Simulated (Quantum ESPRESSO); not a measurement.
**AlN (F-43m): a worked LO-TO splitting**

How high does the longitudinal optical mode of AlN (F-43m) lie, given the transverse one, the Born charge and ε∞?

Method: DFT LDA, scalar-relativistic, plane waves, GBRV ultrasoft pseudopotentials, in Quantum ESPRESSO 7.5.

## (1) Set-up

Symmetry: F-43m, No. 216, cubic system. Conventional cell: a = 4.349 Å, b = 4.349 Å, c = 4.349 Å, α = 90.00°, β = 90.00°, γ = 90.00°. Nearest to Al lie 4 N at 1.88 Å. N has 4 Al at 1.88 Å nearest. Farther neighbours and most contacts between anions are not listed.

Structure file:

```
Al N
1.0
    -2.17428    0.00000    2.17428
     0.00000    2.17428    2.17428
    -2.17428    2.17428    0.00000
Al N
1 1
Direct
  0.00000 0.00000 0.00000
  0.75000 0.75000 0.75000
```

This is the cell after its relaxation at this level of theory, not the database cell from which that began.

## (2) What the response run gave

A linear-response run on the relaxed cell, with the response to an electric field; only its zone-centre results are used. Cutoff 55 Ry, k mesh 8×8×8.

What it wrote:

```text
[banners, grids, parts of the stress and lines that vanish by symmetry left out]
Program PHONON v.7.5
     Reading xml data from directory:

[...]
Exchange-correlation= PZ
                           (   1   1   0   0   0   0   0)
[...]
kinetic-energy cut-off    =      55.0000  Ry
     charge density cut-off    =     440.0000  Ry
     convergence threshold     =      1.0E-18
[...]
Exchange-correlation= PZ
                           (   1   1   0   0   0   0   0)
[...]
q = (   0.0000000   0.0000000   0.0000000 )
     25 Sym.Ops. (with q -> -q+G )
     G cutoff =  752.6299  (  21595 G-vectors)     FFT grid: ( 40, 40, 40)
     G cutoff =  376.3149  (   7727 G-vectors)  smooth grid: ( 27, 27, 27)
     number of k points=    29
[...]
Mode symmetry, T_d (-43m)  point group:
[...]
Dielectric constant
[...]
End of electric fields calculation
          Dielectric constant in cartesian axis
          (       4.573512605       0.000000000      -0.000000000 )
          (       0.000000000       4.573512605       0.000000000 )
          (       0.000000000       0.000000000       4.573512605 )
          Effective charges (d Force / dE) in cartesian axis without acoustic sum rule applied (asr)
           atom    1  Al    Mean Z*:        2.54318
      Ex  (        2.54318        0.00000        0.00000 )
      Ey  (        0.00000        2.54318       -0.00000 )
      Ez  (        0.00000        0.00000        2.54318 )
           atom    2  N     Mean Z*:       -2.54801
      Ex  (       -2.54801       -0.00000       -0.00000 )
      Ey  (        0.00000       -2.54801        0.00000 )
      Ez  (       -0.00000        0.00000       -2.54801 )
          Effective charges Sum: Mean:       -0.00482
[...]
Effective charges (d Force / dE) in cartesian axis with asr applied:
           atom    1  Al    Mean Z*:        2.54559
[...]
atom    2  N     Mean Z*:       -2.54559
[...]
Representation #   1 modes #   1   2   3
[...]
End of self-consistent calculation
     Convergence has been achieved
     Representation #   2 modes #   4   5   6
[...]
End of self-consistent calculation
     Convergence has been achieved
[...]
Dielectric constant in cartesian axis
          (       4.573512605       0.000000000      -0.000000000 )
          (       0.000000000       4.573512605       0.000000000 )
          (       0.000000000       0.000000000       4.573512605 )
          Effective charges (d Force / dE) in cartesian axis without acoustic sum rule applied (asr)
           atom    1  Al    Mean Z*:        2.54318
      Ex  (        2.54318        0.00000        0.00000 )
      Ey  (        0.00000        2.54318       -0.00000 )
      Ez  (        0.00000        0.00000        2.54318 )
           atom    2  N     Mean Z*:       -2.54801
      Ex  (       -2.54801       -0.00000       -0.00000 )
      Ey  (        0.00000       -2.54801        0.00000 )
      Ez  (       -0.00000        0.00000       -2.54801 )
          Effective charges Sum: Mean:       -0.00482
[...]
Effective charges (d Force / dE) in cartesian axis with asr applied:
           atom    1  Al    Mean Z*:        2.54559
[...]
atom    2  N     Mean Z*:       -2.54559
[...]
q = (    0.000000000   0.000000000   0.000000000 )
[...]
freq (    1) =      -0.259437 [THz] =      -8.653896 [cm-1]
     freq (    2) =      -0.259437 [THz] =      -8.653896 [cm-1]
     freq (    3) =      -0.259437 [THz] =      -8.653896 [cm-1]
     freq (    4) =      20.009372 [THz] =     667.440794 [cm-1]
     freq (    5) =      20.009372 [THz] =     667.440794 [cm-1]
     freq (    6) =      20.009372 [THz] =     667.440794 [cm-1]
[...]
Mode symmetry, T_d (-43m)  point group:
     freq (   1-   3) =         -8.7  [cm-1]   --> T_2  G_15 P_4   I+R
     freq (   4-   6) =        667.4  [cm-1]   --> T_2  G_15 P_4   I+R

   JOB DONE.
```

| quantity | value |
| --- | --- |
| cell volume Ω (Å³) | 20.558 |
| mass of Al (u) | 26.982 |
| mass of N (u) | 14.007 |
| Born charge of Al, raw (e) | 2.543 |
| Born charge of N, raw (e) | -2.548 |
| ε∞ | 4.574 |
| ω(TO) after the sum rule (cm⁻¹) | 667.5 |

## (3) The calculation

The charges must sum to zero over the cell; taking off their mean, -0.002 e, leaves Z* = 2.546 e on Al. In the polar mode Al moves against N, so the reduced mass is μ = 26.98 × 14.01 / 40.99 = 9.220 u.

A longitudinal wave builds up a field that adds to the restoring force: ω(LO)² = ω(TO)² + 4π Z*² / (μ Ω ε∞), in Hartree atomic units. With μ = 16808 electron masses and Ω = 138.73 bohr³ the second term is 7.6359e-06 Ha², or 367814 cm⁻² (1 Ha = 219474.6 cm⁻¹).

So ω(LO) = √(445556 + 367814) = 901.9 cm⁻¹, and by the Lyddane-Sachs-Teller relation ε₀ = ε∞ (ω(LO)/ω(TO))² = 8.35.

## (4) Check against the program

The analysis program adds the same non-analytic term to the full matrix, here for q along (1 0 0).

What it wrote:

```text
[banner, memory and clock lines left out]
Program DYNMAT v.7.5

     Reading Dynamical Matrix from file g.dyn
     ...Force constants read
     ...epsilon and Z* read

     Polarizability (A^3 units)
     multiply by 0.456377 for Clausius-Mossotti correction
         5.846038    0.000000    0.000000
         0.000000    5.846038    0.000000
        -0.000000    0.000000    5.846038

     IR activities are in (D/A)^2/amu units

# mode   [cm-1]    [THz]      IR
    1     -0.00   -0.0000    0.0000
    2      0.00    0.0000    0.0000
    3      0.00    0.0000    0.0000
    4    667.50   20.0113   16.2143
    5    667.50   20.0113   16.2143
    6    901.87   27.0374   16.2143
```

ε₀ comes from the program's run without a direction of q.

| quantity | by hand | program |
| --- | --- | --- |
| ω(LO) (cm⁻¹) | 901.9 | 901.9 |
| ε₀ | 8.35 | 8.35 |

## (5) What came out

```json
{
 "TO mode": "667.5 cm⁻¹",
 "LO mode": "901.9 cm⁻¹",
 "static dielectric constant": "8.349"
}
```

What this shows: The LO mode of AlN (F-43m) lies at 902 cm⁻¹, 234 cm⁻¹ above the TO mode; the formula meets the program within 0.1 cm⁻¹, as it must for a cubic crystal with one polar mode. ω(LO)² − ω(TO)² goes with Z*²/ε∞: an error of 5 % in ε∞ would move the LO mode by 9.8 cm⁻¹, and semilocal functionals tend to overestimate ε∞. These are harmonic values at zero temperature, at the volume of this functional, for the structure held cubic; stability elsewhere in the zone is no part of this calculation.

[Host names and launcher messages were left out of these logs when they were recorded.]

[Logs are printed without paths, hosts, clocks, repeated set-up lines and the standing remarks that a program may print on its own settings, such as how far it seeks lower states.]

[Hosts, paths, dates, database ids (printed as entryN), source tags and the programs' standing remarks are cut or masked in the printed files.]
